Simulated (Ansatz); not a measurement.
# ThTl3 (Pm-3m): from the cell to its phonons, part 2 of 2

How does ThTl3 (Pm-3m) vibrate, and is this structure a minimum?

Ansatz 0.2.0; DFT PBEsol, scalar-relativistic, plane waves, PAW.

So far. Step 3 (Relaxing to small forces for the phonons): The forces vanish by symmetry. The volume is held at 26.76 Å³/atom, so a pressure of -0.03 GPa remains at this level. Step 4 (Zone-centre response): Before it was imposed, the acoustic sum rule was missed by 1.3e-4 eV/Å². Small misses are needed for a sound result but don't prove that mesh and cutoff are converged. The lowest optical mode is real, 60.6 cm⁻¹.

### 5. The dispersion

Stability and thermal properties need the whole zone. Linear response on a 2×2×2 q mesh gives force constants as far as a supercell of that size would.

input.yaml

```yaml
crystal:
  lattice:
    - [4.748, 0.0, 0.0]
    - [0.0, 4.748, 0.0]
    - [0.0, 0.0, 4.748]
  atoms:
    - { symbol: Th, position: [0.0, 0.0, 0.0] }
    - { symbol: Tl, position: [0.0, 0.5, 0.5] }
    - { symbol: Tl, position: [0.5, 0.0, 0.5] }
    - { symbol: Tl, position: [0.5, 0.5, 0.0] }
kpoints:
  mp_grid: { grid: [10, 10, 10] }
hamiltonian:
  xc: pbesol
scf:
  occupations: { method: methfessel_paxton, width: 0.2 }
output:
  eigenvalues: true
phonons:
  method: dfpt
  qmesh: [2, 2, 2]
  temperatures: { t_max: 400, t_step: 50 }
  qpath:
    path:
      - [[0.0, 0.0, 0.0], [0.0, 0.5, 0.0], [0.5, 0.5, 0.0], [0.0, 0.0, 0.0], [0.5, 0.5, 0.5], [0.0, 0.5, 0.0]]
      - [[0.5, 0.5, 0.5], [0.5, 0.5, 0.0]]
    npoints: 10
```

The run is started by

```bash
$ ansatz run input.yaml --threads 4 --pin off --max-ram 16384MiB --backend cpu --events-out ev --progress --plain --runs-dir out
```

Numbers of over 12 decimals in the logs are rounded to 6 here.

The program printed:

```text
[...]
Crystal: 4 atoms, lattice volume = 107.037 Å³
Basis set: ecut = 420 eV, 2103 PW (Γ), exchange–correlation on 64×64×64 points (8 copies of the dense FFT grid, shifted against one another)
Bands: 31, of which v1, the nominal top of the filled ones, is band 26 counted from 1 (25 counted from 0)
Symmetry: 48 space group operations
k-points: 56 of 1000
[...]
SCF iter   1: F=—  HF=-46944.056169 eV  |F-HF|=—  |Δ(HF+E_count)|=         —  Δρ=2.61e-3  dr2=9.08e-3  ethr=1.77e-3  ⟨swp⟩=5.0  Hψ=6948  notcnv=0
[...]
SCF iter  10: F=-46944.053382 eV  HF=-46944.053382 eV  |F-HF|=7.28e-12  |Δ(HF+E_count)|=  2.18e-11  S|Δr|=    0.00e0  Δρ=1.94e-8  dr2=3.62e-13  ethr=1.00e-12  ⟨swp⟩=5.6  Hψ=7953  notcnv=0
[...]
SCF 1 converged in 10 iterations: F = -46944.053382 eV  dr2 = 3.62e-13
[...]
phonons: the bands overlap, so this run is a metal and interpolates without the dipole-dipole term. If the crystal is really an insulator or semiconductor, its LO-TO splitting is missing
NSCF: frozen V_eff on 56 k-points
WARN: eigensolver did not converge in 4 slots of this pass, the one above among them; of largest residual over every band (k=0): 1 band(s) unlocked (lowest unlocked band 30, counted from 0; max residual 1.02e-4 eV among the unlocked bands, 1.02e-4 eV over every band); of lowest unlocked band (k=0): band 30
[...]
DFPT response loops at q = (0, 0, 0) (fractional): preconditioner auto → Kerker (q_TF=auto, 2.411 Å⁻¹) (partly filled bands, converged f_vac=0.000); β = 1.00, the filter's whole step (`scf.mixing.beta` (0.50) is not read by the response loops under this deck's `scf.mixing.preconditioner`; to damp them name `kerker` or `kerker_dos`, under which they read `scf.mixing.beta`, and type it under 1.00, their step now; both keys bind the ground state too); Broyden in place of MSR1
[...]
SCF converged after 10 iterations
[...]
Free energy (F): -46944.053382 eV
[...]
Internal energy: -46944.054376 eV  (E = F + TS)
E sigma→0 (E₀):  -46944.053630 eV
Entropy (-TS):   0.000994 eV (0.248 meV/atom)
Fermi energy:    13.284910 eV
[...]
--- Band table (eV; the first three rows and the last of 56) ---
  k-point 0: bands = [... 22 lower, 12.0539, 12.0539, 12.0539, 14.1224, 14.1224, 14.1224, 14.9442, 15.5076, ... 1 higher]
  k-point 1: bands = [... 22 lower, 12.0363, 12.0363, 12.2186, 13.8842, 14.0495, 14.0495, 14.9464, 15.3181, ... 1 higher]
  k-point 2: bands = [... 22 lower, 11.9622, 11.9622, 12.6168, 13.3032, 13.9424, 13.9424, 14.9523, 15.2186, ... 1 higher]
  k-point 55: bands = [... 22 lower, 9.8644, 11.8611, 11.8611, 11.8611, 14.8283, 14.8283, 14.8283, 14.9566, ... 1 higher]
--- Phonons (Γ-DFPT): 3 representative perturbations + reference (Σ response iterations 8) ---
  ASR residual: 1.306e-4 → 0.000e0 eV/Å²; symmetrization residual: 4.555e-5 eV/Å²
  ASR residual per site (eV/Å²): 1.31e-4 1.24e-4 1.24e-4 1.24e-4
[...]
--- Phonons (arbitrary-q DFPT): 4 irreducible q on the 2×2×2 mesh ---
  q = [0.0000, 0.0000, 0.0000] (star 1, of the zone-centre solve; hermiticity 1.56e-5, symmetrization 1.88e-12): -0.00 -0.00 0.00 60.58 60.58 60.58 71.18 71.18 71.18 112.57 112.57 112.57
  q = [0.0000, 0.0000, -0.5000] (star 3, 7 solved perturbations in 1332 linear systems a pass and spin channel, the states on 216 of 1000 k-point pairs; hermiticity 3.22e-5, symmetrization 6.42e-8): 50.77 50.77 50.93 50.93 65.41 73.49 79.89 82.33 83.37 83.37 97.70 97.70
[...]
sum rule: each row above includes the acoustic sum rule's correction from the zone centre's row sums; it moved no ω² by more than (0.41 cm⁻¹)²
  mesh force constants: q→R imaginary residual 1.53e-17; ASR residual 1.306e-4 → 0.000e0 eV/Å²; symmetrization residual 2.665e-15 eV/Å²
  interpolated dispersion: 62 rows × 12 modes
  density of states and harmonic sums: on the 14×14×14 q-mesh, interpolated from the force constants of a 2×2×2 supercell (no non-analytic term)
  largest difference from the sums on the solved wave vectors: F 3.30e-2 eV, S 1.15e-4 and C_V 3.22e-5 eV/K
  zero-point energy: 0.053156 eV/cell   skipped modes (ω ≤ 0): 3   left out of the sums: 9.11e-5 of the cell's modes: C_V's classical limit lies that fraction below 3 k_B per atom; for a crystal, a wire or a layer, F and S can be off by more, and a phonons.interpolated_qmesh denser along its periods is the remedy for the sampling
```

Wall time 5.4 min (4 threads of Arm Neoverse V1, shared host); peak memory 2.1 GiB; 21 min of CPU time.

Numbers from this step:

```yaml
sum_rule_residual_before_enforcement: 1.31e-4 eV/Å²
lowest_frequency_on_the_path: 0 cm⁻¹
highest_frequency_on_the_path_or_at_a_solved_wavevector: 117.7 cm⁻¹
mean_frequency: 71.5 cm⁻¹
debye_temperature_second_moment: 139 K
logarithmic_mean_frequency: 67.6 cm⁻¹
lowest_mode_on_the_q_mesh_acoustic_modes_at_gamma_apart: 38.66 cm⁻¹
zero_point_energy_per_atom: 13.29 meV
heat_capacity_at_300_k: 24.68 J/(mol atoms K)
vibrational_entropy_at_300_k: 53.16 J/(mol atoms K)
```

Frequencies (cm⁻¹) solved at each irreducible wavevector; negative means imaginary. Frequencies by wavevector, by row:

```csv
q in reciprocal lattice units,star,mode 1,mode 2,mode 3,mode 4,mode 10,mode 11,mode 12
0 0 0,1,0,0,0,60.6,112.6,112.6,112.6
0 0 -0.5,3,50.8,50.8,50.9,50.9,83.4,97.7,97.7
0 -0.5 -0.5,3,41.9,52.1,52.4,52.4,93.8,101.4,101.4
-0.5 -0.5 -0.5,1,38.7,38.7,52.1,52.1,117.7,117.7,117.7
```

Interpolated from a 2×2×2 q mesh. Phonon branches along the path, in cm⁻¹:

```csv
point,branch 1,branch 2,branch 3,branch 4,branch 9,branch 10,branch 11,branch 12
Γ,0,0,0,61,71,113,113,113
halfway,29,29,42,61,74,104,107,107
X,51,51,51,51,83,83,98,98
halfway,45,48,57,61,88,94,96,100
M,42,52,52,52,87,94,101,101
halfway,28,42,57,61,82,99,102,105
Γ,0,0,0,61,71,113,113,113
halfway,37,37,57,57,84,92,108,108
R,39,39,52,52,90,118,118,118
halfway,46,48,52,56,82,100,105,110
X,51,51,51,51,83,83,98,98
jump to R,39,39,52,52,90,118,118,118
halfway,40,50,52,52,86,110,111,111
M,42,52,52,52,87,94,101,101
```

Tetrahedra on a 14×14×14 mesh, mean over bins of 1 cm-1. Interpolated from a 2×2×2 q mesh. The phonon density of states by wavenumber; read off at these points:

wavenumber (cm⁻¹), phonon density of states (1/cm⁻¹/cell) and a bar:
```
      0.5      0.000 
      3.5      0.000 
      6.5      0.000 
      9.5      0.002 
     13.5      0.004 
     16.5      0.007 #
     19.5      0.010 #
     22.5      0.014 #
     25.5      0.019 ##
     28.5      0.024 ##
     32.5      0.035 ###
     35.5      0.046 #####
     38.5      0.065 ######
     41.5      0.226 ######################
     44.5      0.089 #########
     47.5      0.076 #######
     51.5      0.153 ###############
     54.5      0.232 #######################
     56.5      0.270 ###########################
     57.5      0.233 #######################
     59.5      0.305 ##############################
     60.5      0.295 #############################
     63.5      0.230 #######################
     66.5      0.259 #########################
     70.5      0.179 ##################
     73.5      0.210 #####################
     74.5      0.225 ######################
     76.5      0.149 ###############
     79.5      0.082 ########
     82.5      0.098 ##########
     85.5      0.115 ###########
     89.5      0.034 ###
     92.5      0.111 ###########
     95.5      0.079 ########
     98.5      0.104 ##########
    101.5      0.167 ################
    104.5      0.199 ####################
    108.5      0.136 #############
    111.5      0.072 #######
    114.5      0.034 ###
    117.5      0.004
```

The partial phonon density of states has structure finer than the step of the table below, so its rows give means over 5 cm⁻¹, whole bins alone (the curve runs from -10 to 131 cm⁻¹). Peaks (cm⁻¹: height): Th 54.7: 0.0545, 104.3: 0.0928; Tl 42.3: 0.111, 60.0: 0.212, 105.2: 0.0965.

Phonopy on the run's constants, 13x13x13 mesh, Gaussian sigma 2.0 cm-1. Interpolated from a 2×2×2 q mesh. The partial phonon density of states by wavenumber; means over each step; values in 1/cm⁻¹/cell:

```csv
wavenumber (cm⁻¹),Th,Tl
-5,7.3e-6,2.1e-5
0,5.7e-5,1.6e-4
5,1.3e-4,3.6e-4
10,7.9e-4,0.00209
15,0.00157,0.00421
20,0.00292,0.00794
25,0.00503,0.0141
30,0.00708,0.0212
35,0.0105,0.0375
40,0.0141,0.0913
45,0.0130,0.0893
50,0.0333,0.115
55,0.0538,0.174
60,0.0513,0.207
65,0.0359,0.181
70,0.0271,0.163
75,0.0186,0.165
80,0.0141,0.102
85,0.0216,0.0784
90,0.0234,0.0542
95,0.0393,0.0512
100,0.0654,0.0701
105,0.0891,0.0928
110,0.0534,0.0576
115,0.0166,0.0180
120,0.00180,0.00193
125,1.0e-5,1.1e-5
```

Harmonic thermodynamic functions per atom, from the density of states. Interpolated from a 2×2×2 q mesh. Thermodynamic functions, by row:

```csv
T (K),F_vib (meV/atom),S (J/mol-atom/K),C_V (J/mol-atom/K)
0,13.29,0,0
50,10.99,12.53,17.62
100,0.53,26.79,22.7
200,-36.63,43.21,24.35
300,-86.9,53.16,24.68
400,-145.9,60.27,24.79
```

Harmonic mean-square displacement, third of the trace. Interpolated from a 2×2×2 q mesh. Mean square displacements, by row:

```csv
T (K),Th1 U_eq (Å²),Tl2 U_eq (Å²),Tl3 U_eq (Å²),Tl4 U_eq (Å²)
0,0.00105,0.00134,0.00134,0.00134
100,0.00282,0.00378,0.00378,0.00378
300,0.00801,0.01084,0.01084,0.01084
600,0.01594,0.02157,0.02157,0.02157
```

Symmetry leaves 4 wavevectors to solve. The lowest mode among them, the acoustic zeros apart, lies at q = (-0.5, -0.5, -0.5) and is real, 38.7 cm⁻¹.

### 6. Summary of results

- space group (within 0.01 Å): Pm-3m
- volume per atom: 26.8 Å³
- electronic character: no gap on this mesh
- highest optical mode at the zone centre (no LO-TO term): 113 cm⁻¹
- lowest optical zone-centre mode: 60.6 cm⁻¹
- lowest mode on the q mesh (acoustic modes at Γ apart): 38.7 cm⁻¹
- highest frequency on the path or at a solved wavevector: 118 cm⁻¹
- zero-point energy per atom: 13.3 meV
- heat capacity at 300 K: 24.7 J/(mol atoms K)
- vibrational entropy at 300 K: 53.2 J/(mol atoms K)
- Debye temperature (second moment): 139 K
- imaginary modes on the 2×2×2 q mesh: none

In words: The structure is a minimum as far as tested: no mode is imaginary at the 4 irreducible wavevectors of the 2×2×2 mesh, and the softest away from the acoustic zeros lies at 39 cm⁻¹. The optical modes at Γ span 61 to 113 cm⁻¹. The volume was held at that of the database entry and not relaxed, so the modes belong to a cell under -0.03 GPa at this level. With no gap, or one that is small against the smearing, the frequencies hang on the k mesh and the smearing, most of all near Kohn anomalies. The phonon runs are without spin polarisation, although the cell has an odd electron count. Spin-orbit coupling is left out, which can matter for the heavy elements here. A phonon run warned that its eigensolver left some bands unconverged in a pass. These are harmonic frequencies at zero temperature: anharmonic shifts, linewidths and thermal expansion are left out.

[Logs are printed without paths, hosts, clocks, repeated set-up lines and the standing remarks that a program may print on its own settings, such as how far it seeks lower states.]

[Hosts, paths, dates, database ids (printed as entryN), source tags and the programs' standing remarks are cut or masked in the printed files.]
